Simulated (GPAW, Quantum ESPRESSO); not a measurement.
# Core-hole calculation of the Y L₃ edge in YSe (Fm-3m), part 4 of 4

Aim: the Y L₃ edge of YSe (Fm-3m) by two routes, a Lanczos recursion (XSpectra) and a sum over empty bands (GPAW), to see which features are robust.

Quantum ESPRESSO 7.5 and GPAW 26.7.0; core-hole supercells, plane-wave PAW LDA.

So far. Step 8 (The field without a hole (GPAW)): The mesh shows no gap, so the system is treated as a metal and the core electron is put at the Fermi level (neutral cell). Step 9 (Spectrum without a core hole, Y atom 1 (GPAW)): Main maxima below 30 eV (height): 2.6 eV (3.27), 7.2 eV (1.10), 11.0 eV (0.69), 16.0 eV (0.79) and 26.6 eV (0.76). 

## 11. Spectrum with XCH, Y atom 1 (GPAW) (continued)

Level of this step: X-ray absorption from dipole matrix elements to empty bands, plane-wave PAW LDA (GPAW).

The Y L₃ spectrum, Y atom 1, excited-electron core hole (neutral cell) (energy from the lowest empty level; intensity scaled to a mean of 1 over the first 20 eV):

| E (eV) | intensity |
| --- | --- |
| -2.0 | 0.00 |
| -1.0 | 0.26 |
| 0.0 | 2.32 |
| 1.0 | 3.70 |
| 2.0 | 3.03 |
| 3.0 | 1.83 |
| 4.0 | 0.84 |
| 5.0 | 0.52 |
| 6.0 | 0.63 |
| 7.0 | 0.84 |
| 8.0 | 0.77 |
| 9.0 | 0.56 |
| 10.0 | 0.55 |
| 11.0 | 0.57 |
| 12.0 | 0.48 |
| 13.0 | 0.46 |
| 14.0 | 0.59 |
| 15.0 | 0.73 |
| 16.0 | 0.74 |
| 17.0 | 0.62 |
| 18.0 | 0.50 |
| 19.0 | 0.47 |
| 20.0 | 0.50 |
| 21.0 | 0.50 |
| 22.0 | 0.51 |
| 23.0 | 0.55 |
| 24.0 | 0.63 |
| 25.0 | 0.71 |
| 26.0 | 0.76 |
| 27.0 | 0.73 |
| 28.0 | 0.66 |
| 29.0 | 0.59 |
| 30.0 | 0.54 |
| 31.0 | 0.49 |
| 32.0 | 0.47 |

Main maxima below 30 eV (height): 0.8 eV (3.72), 7.2 eV (0.85), 15.6 eV (0.76) and 26.2 eV (0.76). 

## 12. The two programs side by side

The line shapes differ (Lorentzian half width 0.75 eV up to 4 eV, rising linearly to 1.75 eV at 25 eV (not a setting of the program: the run's 0.4 eV curve was folded afterwards with a further Lorentzian), against Gaussian full width 1.5 eV up to 4 eV, rising linearly to 3.5 eV at 25 eV), so both get a further Gaussian of 1.5 eV full width before they are compared; the Lorentzian tails remain.

| E (eV) | XSpectra | GPAW |
| --- | --- | --- |
| -2.00 | 0.40 | 0.06 |
| -1.25 | 0.75 | 0.38 |
| -0.50 | 1.47 | 1.31 |
| 0.25 | 2.34 | 2.60 |
| 1.00 | 2.74 | 3.30 |
| 1.75 | 2.66 | 3.10 |
| 2.50 | 2.24 | 2.43 |
| 3.25 | 1.64 | 1.61 |
| 4.00 | 1.18 | 0.97 |
| 4.75 | 0.92 | 0.65 |
| 5.50 | 0.81 | 0.59 |
| 6.25 | 0.82 | 0.69 |
| 7.00 | 0.83 | 0.78 |
| 7.75 | 0.80 | 0.77 |
| 8.50 | 0.72 | 0.67 |
| 9.25 | 0.65 | 0.58 |
| 10.00 | 0.63 | 0.56 |
| 10.75 | 0.61 | 0.56 |
| 11.50 | 0.58 | 0.52 |
| 12.25 | 0.56 | 0.48 |
| 13.00 | 0.56 | 0.49 |
| 13.75 | 0.57 | 0.56 |
| 14.50 | 0.62 | 0.65 |
| 15.25 | 0.66 | 0.72 |
| 16.00 | 0.67 | 0.71 |
| 16.75 | 0.63 | 0.65 |
| 17.50 | 0.58 | 0.56 |
| 18.25 | 0.55 | 0.50 |
| 19.00 | 0.53 | 0.48 |
| 19.75 | 0.53 | 0.49 |
| 20.50 | 0.53 | 0.50 |
| 21.25 | 0.52 | 0.51 |
| 22.00 | 0.52 | 0.51 |
| 22.75 | 0.53 | 0.54 |
| 23.50 | 0.56 | 0.59 |
| 24.25 | 0.59 | 0.65 |
| 25.00 | 0.63 | 0.71 |
| 25.75 | 0.64 | 0.74 |
| 26.50 | 0.63 | 0.74 |
| 27.25 | 0.60 | 0.71 |
| 28.00 | 0.56 | 0.66 |
| 28.75 | 0.54 | 0.61 |
| 29.50 | 0.52 | 0.56 |
| 30.25 | 0.49 | 0.52 |
| 31.00 | 0.47 | 0.49 |
| 31.75 | 0.45 | 0.48 |

|  | XSpectra | GPAW |
| --- | --- | --- |
| k mesh of the spectrum | 4×4×4 | 6×6×6 |
| cutoff (eV) | 558 | 500 |
| highest intensity below 24 eV after the common broadening, eV (height) | 1.2 (2.75) | 1.2 (3.32) |
| core time, hole field and spectrum | 6.1 min | 6.3 min |

## 13. What the core hole does

XSpectra's curves. Both curves are counted from their own zero, so only the shift of weight within the empty states shows.

| E (eV) | no hole | XCH |
| --- | --- | --- |
| -2.0 | 0.18 | 0.34 |
| -1.0 | 0.32 | 0.74 |
| 0.0 | 0.75 | 2.25 |
| 1.0 | 1.43 | 2.83 |
| 2.0 | 2.35 | 2.76 |
| 3.0 | 2.50 | 1.77 |
| 4.0 | 1.52 | 1.12 |
| 5.0 | 1.07 | 0.81 |
| 6.0 | 0.97 | 0.80 |
| 7.0 | 1.07 | 0.85 |
| 8.0 | 1.00 | 0.79 |
| 9.0 | 0.80 | 0.64 |
| 10.0 | 0.69 | 0.63 |
| 11.0 | 0.74 | 0.60 |
| 12.0 | 0.66 | 0.57 |
| 13.0 | 0.58 | 0.54 |
| 14.0 | 0.60 | 0.57 |
| 15.0 | 0.68 | 0.67 |
| 16.0 | 0.73 | 0.68 |
| 17.0 | 0.69 | 0.61 |
| 18.0 | 0.63 | 0.55 |
| 19.0 | 0.57 | 0.52 |
| 20.0 | 0.56 | 0.53 |
| 21.0 | 0.55 | 0.53 |
| 22.0 | 0.55 | 0.52 |
| 23.0 | 0.57 | 0.54 |
| 24.0 | 0.60 | 0.58 |
| 25.0 | 0.63 | 0.63 |
| 26.0 | 0.66 | 0.66 |
| 27.0 | 0.67 | 0.62 |
| 28.0 | 0.64 | 0.56 |
| 29.0 | 0.59 | 0.53 |
| 30.0 | 0.57 | 0.51 |
| 31.0 | 0.54 | 0.47 |
| 32.0 | 0.50 | 0.45 |

With each curve scaled to its own mean, the area from −2 to 6 eV with the hole is 12.9 against 10.5, and the centre of weight from −1 to 20 eV moves by -1.1 eV: the hole pulls the absorber's empty states down.

## 14. Runs not followed above

These runs aren't followed: redraws of a spectrum that repeat one shown, runs with a planted fault or a state judged unsound, or a program's part that gave no sound spectrum.

| program | step | status | elapsed |
| --- | --- | --- | --- |
| Quantum ESPRESSO | no core hole, redrawn | converged | 9.8 s |
| Quantum ESPRESSO | spectrum with XCH, redrawn | converged | 2.6 s |

## 15. Results

| Property | Result |
| --- | --- |
| absorber and edge | Y L₃, atom 1 of the ground-state input (counted from 1) |
| surroundings | 6 Se at 2.85 Å (octahedral, site symmetry m-3m) |
| highest intensity below 24 eV (XSpectra, narrow line) | 0.5 eV above the zero, height 3.00 |

**Reading.** The two programs agree on where the features lie, less on their heights: 17 % r.m.s. remains over the first 14 eV after a relative shift of 0.0 eV; their raw zeros differ by 0 eV. What differs may come from the PAW partial waves, meshes, cutoffs and line shapes. In XSpectra the Y L₃ edge of atom 1, with 6 Se at 2.85 Å (octahedral, site symmetry m-3m), has its highest intensity of the first 24 eV at 0.5 eV above the zero, 3.0 times the mean level of the first 20 eV (Lorentzian half width 0.75 eV up to 4 eV, rising linearly to 1.75 eV at 25 eV (not a setting of the program: the run's 0.4 eV curve was folded afterwards with a further Lorentzian)). In XSpectra: With each curve scaled to its own mean, the area from −2 to 6 eV with the hole is 12.9 against 10.5, and the centre of weight from −1 to 20 eV moves by -1.1 eV: the hole pulls the absorber's empty states down. In GPAW: With each curve scaled to its own mean, the area from −2 to 6 eV with the hole is 12.8 against 10.4, and the centre of weight from −1 to 20 eV moves by -1.2 eV: the hole pulls the absorber's empty states down. 3 further runs of this session are left out of this account as redundant. Only the L₃ part is meant: spin–orbit coupling of the core level isn't computed and the L₂ copy isn't added. The primitive cell holds an odd number of electrons, so a spin-paired run has to come out metallic; that is right for a metal, but some such compounds are magnetic or distorted insulators. The holes are only 5.7 Å apart, so the shape is probably not converged with cell size; no larger cell was run here. Lifetime broadening is put in by hand, and intensities beyond about 20 eV depend on it and on the partial waves; weight that the partial waves miss at high energy is lost. The structure is a published determination, not relaxed.

[Hosts, paths, dates, database ids (printed as entryN), source tags and the programs' standing remarks are cut or masked in the printed files.]

[Lists of maxima count a maximum above −3 eV only where it reaches 4 % of the highest in the window and stands out from its surroundings by 2 % of it (1.5 % where it reaches 55 %); shoulders and weaker maxima are passed over, and of the rest the first, up to two pre-edge ones and the few strongest are named.]
